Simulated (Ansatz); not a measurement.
**Li on Pd(111): change of the work function**

Wanted: Δφ(θ) for Li/Pd(111), starting from the hcp site.

Calculated with Ansatz 0.2.0; plane-wave DFT, LDA, Ansatz PAW.

Most raw output is cut from this account.

## 1. The structure

The cell holds 4 atoms: 4 Pd. Its edges and angles: a = 2.751 Å, b = 2.751 Å, c = 24.738 Å, α = 90.0°, β = 90.0°, γ = 60.0°. Vacuum lies along c.

## 2. The clean slab

The bare slab comes first, as the zero from which every change is counted. The two lowest layers are held at bulk places and the upper ones relax. The dipole correction removes the false field that a one-sided slab makes across the periodic vacuum, so each face gets a flat vacuum level of its own.

input.yaml

```yaml
crystal:
  lattice:
    - [2.7506453788, 0.0, 0.0]
    - [1.3753226894, 2.3821287749, 0.0]
    - [0.0, 0.0, 24.7376776414]
  atoms:
    - { symbol: Pd, position: [0.0, 0.0, 0.3638174986] }
    - { symbol: Pd, position: [0.3333333333, 0.3333333333, 0.4546058329] }
    - { symbol: Pd, position: [0.6666666667, 0.6666666667, 0.5453941671] }
    - { symbol: Pd, position: [0.0, 0.0, 0.6361825014] }
kpoints:
  mp_grid: { grid: [12, 12, 1] }
hamiltonian:
  xc: lda
scf:
  occupations: { method: fermi_dirac, width: 0.1 }
  convergence: { dr2_threshold: 1.0e-08 }
efield:
  axis: 3
  dipole_correction: true
  ramp_position: 0.97
  ramp_width: 0.06
relax:
  f_tol: 0.02
  max_steps: 60
  constraints: [{ sites: [0, 1] }]
output:
  write_potential: true
  write_density: true
  volumetric_format: npy
```

On the command line:

```sh
> ansatz run input.yaml --threads 4 --pin off --max-ram 12288MiB --backend cpu --events-out ev --progress --plain --runs-dir out
```

The job ended after 12 s (4 threads of Arm Neoverse V1, shared host; peak memory 0.47 GiB).

The steps of the relaxation:

```
step  energy less that of the first step (eV)  largest force component (eV/Å)
   1                                   0.0000                          0.3277
   2                                  -0.0198                          0.1948
   3                                  -0.0255                          0.0089
```

The run keeps the 6 symmetry operations that it works with, so distortions that break them were not tested.

The atoms that moved most (Å):

```
atom     dx     dy      dz  length
 Pd4  0.000  0.000  -0.136   0.136
 Pd3  0.000  0.000  -0.077   0.077
```

Final coordinates:

```xyz
4
Lattice="2.7506 0.0000 0.0000 1.3753 2.3821 0.0000 0.0000 0.0000 24.7377" Properties=species:S:1:pos:R:3
Pd    0.0000    0.0000    9.0000
Pd    1.3753    0.7940   11.2459
Pd    2.7506    1.5881   13.4150
Pd    0.0000    0.0000   15.6012
```

Numbers from this step:

- energy at zero smearing: -27376.7477 eV
- work function, upper face: 5.628 eV
- work function, lower face: 5.649 eV
- dipole along the normal: 7.55e-4 e·Å
- step between the vacuum levels: -0.02085 eV

Running mean over 2.246 Å of the planar mean; the ramp of the sawtooth is left out. Table of electron's electrostatic potential energy less the Fermi level by z:

```
z (Å)  electron's electrostatic potential energy less the Fermi level (eV)
  3.5                                                                 5.65
  4.0                                                                 5.65
  4.5                                                                 5.65
  5.0                                                                 5.65
  5.5                                                                 5.64
  6.0                                                                 5.60
  6.5                                                                 5.44
  7.0                                                                 4.80
  7.5                                                                 2.14
  8.0                                                                -2.82
  8.5                                                                -6.81
  9.0                                                                -8.05
  9.5                                                                -8.24
 10.0                                                                -8.30
 10.5                                                                -8.35
 11.0                                                                -8.46
 11.5                                                                -8.69
 12.0                                                                -9.14
 12.5                                                                -9.25
 13.0                                                                -8.85
 13.5                                                                -8.61
 14.0                                                                -8.79
 14.5                                                                -8.97
 15.0                                                                -8.70
 15.5                                                                -8.25
 16.0                                                                -7.30
 16.5                                                                -3.88
 17.0                                                                 1.23
 17.5                                                                 4.46
 18.0                                                                 5.36
 18.5                                                                 5.56
 19.0                                                                 5.61
 19.5                                                                 5.62
 20.0                                                                 5.63
 20.5                                                                 5.63
 21.0                                                                 5.63
 21.5                                                                 5.63
```

The relaxation took 3 steps and lowered the energy by 0.026 eV; the largest force on the free atoms ends at 0.0089 eV/Å.

The work function of the upper face is 5.63 eV.

## 3. Adsorbate added, k-mesh 4×4×1, coverage 0.111 ML

System of this step: Li/Pd(111). The cell holds 37 atoms: 36 Pd and 1 Li. Cell: a = 8.252 Å, b = 8.252 Å, c = 26.912 Å, α = 90.0°, β = 90.0°, γ = 60.0°. Vacuum lies along c.

The clean slab as it ended is repeated in the plane and the adsorbate is set on one face; the cell's size fixes the coverage, and the k-mesh shrinks with it to keep the sampling density about even. Adsorbate and upper layers relax, since the dipole depends on the height.

input.yaml

```yaml
crystal:
  lattice:
    - [8.2519361365, 0.0, 0.0]
    - [4.1259680682, 7.1463863246, 0.0]
    - [0.0, 0.0, 26.9115317527]
  atoms:
    - { symbol: Pd, position: [0.0, 0.0, 0.3344291244] }
    - { symbol: Pd, position: [0.1111111111, 0.1111111111, 0.4178837775] }
    - { symbol: Pd, position: [0.2222222222, 0.2222222222, 0.4984841747] }
    - { symbol: Pd, position: [0.0, 0.0, 0.5797220388] }
    - { symbol: Pd, position: [0.0, 0.3333333333, 0.3344291244] }
    - { symbol: Pd, position: [0.1111111111, 0.4444444444, 0.4178837775] }
    - { symbol: Pd, position: [0.2222222222, 0.5555555556, 0.4984841747] }
    - { symbol: Pd, position: [0.0, 0.3333333333, 0.5797220388] }
[... 25 atom lines left out ...]
    - { symbol: Pd, position: [0.7777777778, 0.7777777778, 0.4178837775] }
    - { symbol: Pd, position: [0.8888888889, 0.8888888889, 0.4984841747] }
    - { symbol: Pd, position: [0.6666666667, 0.6666666667, 0.5797220388] }
    - { symbol: Li, position: [0.2222222222, 0.2222222222, 0.6655708756] }
kpoints:
  mp_grid: { grid: [4, 4, 1] }
hamiltonian:
  xc: lda
scf:
  occupations: { method: fermi_dirac, width: 0.1 }
  convergence: { dr2_threshold: 1.0e-08 }
efield:
  axis: 3
  dipole_correction: true
  ramp_position: 0.97
  ramp_width: 0.06
relax:
  f_tol: 0.02
  max_steps: 60
  constraints:
    - { sites: [0, 1, 4, 5, 8, 9, 12, 13, 16, 17, 20, 21, 24, 25, 28, 29, 32, 33] }
output:
  bader: true
  write_potential: true
  write_density: true
  volumetric_format: npy
```

Run time: 11 min. Hardware: 4 threads; peak memory 10 GiB; 34 min of CPU time.

Relaxation path:

```
step  energy less that of the first step (eV)  largest force component (eV/Å)
   1                                   0.0000                          0.9294
   2                                  -0.1574                          0.4460
   3                                  -0.1936                          0.1171
   4                                  -0.1961                          0.0175
```

Forces are held to the 6 operations that the run works with; a distortion that breaks them can't arise in this run.

The atoms that moved most (Å):

```
atom      dx      dy      dz  length
Li37   0.000   0.000  -0.373   0.373
Pd12   0.000  -0.005   0.021   0.022
Pd28  -0.005   0.003   0.021   0.022
 Pd4   0.005   0.003   0.021   0.022
Pd16   0.000  -0.017   0.004   0.018
 Pd8  -0.015   0.009   0.004   0.018
Pd20   0.015   0.009   0.004   0.018
Pd36   0.002   0.001   0.016   0.016
```

The relaxed structure:

```xyz
37
Lattice="8.2519 0.0000 0.0000 4.1260 7.1464 0.0000 0.0000 0.0000 26.9115" Properties=species:S:1:pos:R:3
Pd    0.0000    0.0000    9.0000
Pd    1.3753    0.7940   11.2459
Pd    2.7506    1.5881   13.4243
Pd    0.0047    0.0027   15.6223
Pd    1.3753    2.3821    9.0000
Pd    2.7506    3.1762   11.2459
Pd    4.1247    3.9746   13.4192
Pd    1.3605    2.3907   15.6055
Pd    2.7506    4.7643    9.0000
Pd    4.1260    5.5583   11.2459
Pd    5.4968    6.3513   13.4192
Pd    2.7506    4.7589   15.6223
Pd    2.7506    0.0000    9.0000
Pd    4.1260    0.7940   11.2459
Pd    5.5045    1.5848   13.4192
Pd    2.7506   -0.0171   15.6055
Pd    4.1260    2.3821    9.0000
Pd    5.5013    3.1762   11.2459
Pd    6.8766    3.9702   13.4227
Pd    4.1408    2.3907   15.6055
Pd    5.5013    4.7643    9.0000
Pd    6.8766    5.5583   11.2459
Pd    8.2564    6.3513   13.4192
Pd    5.4995    4.7653   15.6169
Pd    5.5013    0.0000    9.0000
Pd    6.8766    0.7940   11.2459
Pd    8.2488    1.5848   13.4192
Pd    5.4966    0.0027   15.6223
Pd    6.8766    2.3821    9.0000
Pd    8.2519    3.1762   11.2459
Pd    9.6286    3.9746   13.4192
Pd    6.8766    2.3801   15.6169
Pd    8.2519    4.7643    9.0000
Pd    9.6273    5.5583   11.2459
Pd   11.0026    6.3523   13.4302
Pd    8.2537    4.7653   15.6169
Li    2.7506    1.5881   17.5387
```

This step gave:

* energy at zero smearing: -246593.9901 eV
* work function, upper face: 4.114 eV
* work function, lower face: 5.654 eV
* dipole along the normal: 0.5016 e·Å
* step between the vacuum levels: -1.539 eV

Running mean over 2.246 Å of the planar mean; the ramp of the sawtooth is left out. Table of electron's electrostatic potential energy less the Fermi level by z:

```
z (Å)  electron's electrostatic potential energy less the Fermi level (eV)
    4                                                                 5.65
    5                                                                 5.65
    6                                                                 5.60
    7                                                                 4.80
    8                                                                -2.82
    9                                                                -8.05
   10                                                                -8.30
   11                                                                -8.45
   12                                                                -9.07
   13                                                                -8.81
   14                                                                -8.75
   15                                                                -8.67
   16                                                                -7.51
   17                                                                0.260
   18                                                                 3.86
   19                                                                 4.06
   20                                                                 4.11
   21                                                                 4.11
   22                                                                 4.11
   23                                                                 4.11
```

The relaxation took 4 steps and lowered the energy by 0.20 eV; the largest force on the free atoms ends at 0.018 eV/Å.

The covered face has 4.11 eV, -1.51 eV against the clean one; the bare back face has moved by +0.00 eV, a measure of how thin the slab is.

## 4. The covered slab, k-mesh 6×6×1, coverage 0.25 ML

System of this step: Li/Pd(111). The cell holds 17 atoms: 16 Pd and 1 Li. Its edges and angles: a = 5.501 Å, b = 5.501 Å, c = 26.912 Å, α = 90.0°, β = 90.0°, γ = 60.0°. Vacuum lies along c.

Another coverage, to see how the dipoles act on each other as their distance changes.

input.yaml

```yaml
crystal:
  lattice:
    - [5.5012907577, 0.0, 0.0]
    - [2.7506453788, 4.7642575497, 0.0]
    - [0.0, 0.0, 26.9115317527]
  atoms:
    - { symbol: Pd, position: [0.0, 0.0, 0.3344291244] }
    - { symbol: Pd, position: [0.1666666667, 0.1666666667, 0.4178837775] }
    - { symbol: Pd, position: [0.3333333333, 0.3333333333, 0.4984841747] }
    - { symbol: Pd, position: [0.0, 0.0, 0.5797220388] }
    - { symbol: Pd, position: [0.0, 0.5, 0.3344291244] }
    - { symbol: Pd, position: [0.1666666667, 0.6666666667, 0.4178837775] }
    - { symbol: Pd, position: [0.3333333333, 0.8333333333, 0.4984841747] }
    - { symbol: Pd, position: [0.0, 0.5, 0.5797220388] }
    - { symbol: Pd, position: [0.5, 0.0, 0.3344291244] }
    - { symbol: Pd, position: [0.6666666667, 0.1666666667, 0.4178837775] }
    - { symbol: Pd, position: [0.8333333333, 0.3333333333, 0.4984841747] }
    - { symbol: Pd, position: [0.5, 0.0, 0.5797220388] }
    - { symbol: Pd, position: [0.5, 0.5, 0.3344291244] }
    - { symbol: Pd, position: [0.6666666667, 0.6666666667, 0.4178837775] }
    - { symbol: Pd, position: [0.8333333333, 0.8333333333, 0.4984841747] }
    - { symbol: Pd, position: [0.5, 0.5, 0.5797220388] }
    - { symbol: Li, position: [0.3333333333, 0.3333333333, 0.6655708756] }
kpoints:
  mp_grid: { grid: [6, 6, 1] }
hamiltonian:
  xc: lda
scf:
  occupations: { method: fermi_dirac, width: 0.1 }
  convergence: { dr2_threshold: 1.0e-08 }
efield:
  axis: 3
  dipole_correction: true
  ramp_position: 0.97
  ramp_width: 0.06
relax:
  f_tol: 0.02
  max_steps: 60
  constraints: [{ sites: [0, 1, 4, 5, 8, 9, 12, 13] }]
output:
  bader: true
  dos: { projected: true, e_range: [-8, 4] }
  write_potential: true
  write_density: true
  volumetric_format: npy
  elf: true
```

Run time: 2.4 min. Hardware: 4 threads; peak memory 2.8 GiB.

Step by step:

```
step  energy less that of the first step (eV)  largest force component (eV/Å)
   1                                   0.0000                          1.1479
   2                                  -0.2134                          0.6532
   3                                  -0.2836                          0.0739
   4                                  -0.2856                          0.0122
```

Forces are held to the 6 operations that the run works with; a distortion that breaks them can't arise in this run.

The atoms that moved most (Å):

```
atom      dx      dy      dz  length
Li17   0.000   0.000  -0.411   0.411
 Pd4   0.000   0.000   0.052   0.052
 Pd8  -0.017   0.010   0.014   0.024
Pd16   0.017   0.010   0.014   0.024
Pd12   0.000  -0.019   0.014   0.024
 Pd3   0.000   0.000   0.016   0.016
 Pd7  -0.006   0.004   0.009   0.012
Pd11   0.000  -0.007   0.009   0.012
```

Final coordinates:

```xyz
17
Lattice="5.5013 0.0000 0.0000 2.7506 4.7643 0.0000 0.0000 0.0000 26.9115" Properties=species:S:1:pos:R:3
Pd    0.0000    0.0000    9.0000
Pd    1.3753    0.7940   11.2459
Pd    2.7506    1.5881   13.4305
Pd    0.0000    0.0000   15.6533
Pd    1.3753    2.3821    9.0000
Pd    2.7506    3.1762   11.2459
Pd    4.1197    3.9738   13.4242
Pd    1.3588    2.3917   15.6153
Pd    2.7506    0.0000    9.0000
Pd    4.1260    0.7940   11.2459
Pd    5.5013    1.5808   13.4242
Pd    2.7506   -0.0191   15.6153
Pd    4.1260    2.3821    9.0000
Pd    5.5013    3.1762   11.2459
Pd    6.8829    3.9738   13.4242
Pd    4.1425    2.3917   15.6153
Li    2.7506    1.5881   17.5009
```

Numbers from this step:

| Quantity | Value |
| --- | --- |
| energy at zero smearing | -109710.1380 eV |
| work function, upper face | 2.895 eV |
| work function, lower face | 5.660 eV |
| dipole along the normal | 0.4004 e·Å |
| step between the vacuum levels | -2.765 eV |

The density of states has structure finer than the step of the table below, so its rows give means over 0.5 eV, whole bins alone (the curve runs from -8 to 1.98 eV). Peaks (eV: height): -3.55: 59.5, -2.74: 52.7, -2.47: 70.3, -1.62: 79.6, -1.47: 48.1, -1.23: 49.2, -0.24: 67.0.

Density of states against energy, zero at the Fermi level; means over each step:

energy (eV), density of states (states/eV a cell) and a bar:
```
     -7.5        0.0 
     -7.0        0.3 
     -6.5        1.0 #
     -6.0        1.2 #
     -5.5        3.2 ##
     -5.0       20.9 ##############
     -4.5       28.3 ###################
     -4.0       26.1 ##################
     -3.5       23.0 ################
     -3.0       27.3 ###################
     -2.5       44.1 ##############################
     -2.0       29.0 ####################
     -1.5       31.5 #####################
     -1.0       35.6 ########################
     -0.5       31.6 #####################
      0.0       32.8 ######################
      0.5        6.0 ####
      1.0        4.0 ###
      1.5        4.6 ###
```

Projected DOS per atom over height of the atomic layer and energy from the Fermi level. Layers: Pd4 Pd4 Pd4 Pd4 Li from below.

Ten even steps from '0' (0.00 states/eV) to '9' (2.77 states/eV), each cell a mean:
```
00000
00001
00000
11000
78860
75560
95680
75570
84470
96590
79990
45540
56550
55450
28940
15610
00000
00000
00000
00000
00000
00000
```
Columns: height of the atomic layer (Å) from 9 to 17.5 (not evenly spaced); rows upwards: energy from the Fermi level (eV) from -7.96 to 1.95.

ELF in the ca plane at fractional y = 0.332, with atoms of Pd and Li within 0.2 Å of it. It is the smooth field of the valence electrons, not physical close to the nuclei.

Ten even steps from '0' (0.00 × 1e-1) to '9' (9.85 × 1e-1), each cell a mean:
```
22211122222245432222222111100000000000000000
22111112222454442222221111000000000000000000
22111112222443442222221111000000000000000000
22111112222355542222221111000000000000000000
22221123222234321222222221100000000000000000
34322234321222211234322222110000000000000000
34322234321122211233322221000000000000000000
22221122222234321222222100000000000000000000
22111112222354542222221156300000000000000000
22111112222443442222221399700000000000000000
22111112222354442222221179500000000000000000
22211122222244432222222012000000000000000000
33321233322222221223322210000000000000000000
44322234421122211234322222100000000000000000
33321233321222221223322222110000000000000000
```
Columns run along c (16.0 Å, from fractional 0.32 to 0.91 of the cell), rows up along a (5.5 Å). Atoms in or near the plane, at fractional coordinates: Pd at (0.50, 0.33), Pd at (0.50, 0.83), Li at (0.65, 0.33).

Electrostatic potential energy in the ca plane at fractional y = 0.332, with atoms of Pd and Li within 0.2 Å of it. With pseudopotentials it is smooth inside the atoms' cores, unlike the true potential.

Values in eV, 8 rows by 16 columns, each cell a mean:
```
  2   6   3   4 -24 -21   4   4   8   8   8   8   8   8   8   8
  5   7   5   4 -29 -26   5   6   8   8   8   8   8   8   8   8
 -7   4  -7   0  -6  -5   1  -4   7   8   7   7   7   8   8   8
-14   2 -12  -2   2   3  -2  -9   5   5   6   7   7   8   8   8
  2   6   3   4 -23 -21   4   4  -5  -9   5   7   7   8   8   8
  5   7   5   4 -28 -26   5   6 -10 -15   4   7   7   8   8   8
 -7   4  -7   0  -6  -5   1  -3   3   2   6   7   7   8   8   8
-14   2 -12  -2   2   3  -2  -9   7   7   7   7   7   8   8   8
```
Columns run along c (16.0 Å, from fractional 0.32 to 0.91 of the cell; values clipped at the 3rd and 97th percentile), rows up along a (5.5 Å). Atoms in or near the plane, at fractional coordinates: Pd at (0.50, 0.33), Pd at (0.50, 0.83), Li at (0.65, 0.33).

Valence density in the ca plane at fractional y = 0.332, with atoms of Pd and Li within 0.2 Å of it. It is the smooth field of the valence electrons, not physical close to the nuclei.

Values in units of 1e0 e/Å³, 8 rows by 16 columns, each cell a mean:
```
0.4 0.2 0.3 0.3 4.5 4.0 0.3 0.3 0.1 0.0 0.0 0.0 0.0 0.0 0.0 0.0
0.2 0.2 0.2 0.3 6.6 5.9 0.3 0.2 0.1 0.0 0.0 0.0 0.0 0.0 0.0 0.0
0.9 0.3 0.9 0.5 1.0 0.9 0.5 0.7 0.1 0.0 0.0 0.0 0.0 0.0 0.0 0.0
1.3 0.4 1.2 0.6 0.4 0.4 0.6 1.1 0.1 0.0 0.0 0.0 0.0 0.0 0.0 0.0
0.4 0.2 0.3 0.3 4.4 4.0 0.3 0.3 0.7 0.9 0.0 0.0 0.0 0.0 0.0 0.0
0.2 0.2 0.2 0.3 6.6 6.0 0.3 0.2 1.4 2.0 0.0 0.0 0.0 0.0 0.0 0.0
0.9 0.3 0.9 0.5 1.0 0.9 0.5 0.7 0.1 0.0 0.0 0.0 0.0 0.0 0.0 0.0
1.3 0.4 1.2 0.6 0.4 0.4 0.6 1.1 0.1 0.0 0.0 0.0 0.0 0.0 0.0 0.0
```
Columns run along c (16.0 Å, from fractional 0.32 to 0.91 of the cell), rows up along a (5.5 Å). Atoms in or near the plane, at fractional coordinates: Pd at (0.50, 0.33), Pd at (0.50, 0.83), Li at (0.65, 0.33).

The relaxation took 4 steps and lowered the energy by 0.29 eV; the largest force on the free atoms ends at 0.012 eV/Å.

By hand: a sheet of dipoles makes a step −p/(ε₀A) in the electron's potential. With e/ε₀ = 180.95 V·Å, p = 0.4004 e·Å and A = 26.21 Å², that is −180.95 × (0.4004) / 26.21 = -2.765 eV, and the two vacuum levels of the run differ by -2.765 eV.

The covered face has 2.90 eV, -2.73 eV against the clean one; the bare back face has moved by +0.01 eV, a measure of how thin the slab is.

(Continued in part 2 of 3.)

[Logs are printed without paths, hosts, clocks, repeated set-up lines and the standing remarks that a program may print on its own settings, such as how far it seeks lower states.]

[Hosts, paths, dates, database ids (printed as entryN), source tags and the programs' standing remarks are cut or masked in the printed files.]

[Maps of the electrostatic potential energy from Ansatz leave out the sawtooth potential of an applied field or a dipole correction, so their vacuum need not be flat; planar profiles and work functions include it.]

[The density of states shown here was stored with 400 of the rows of the run's finer table, so its peaks can read low, often by over a quarter, or be missed, and its means over a window can be off by a tenth or more.]
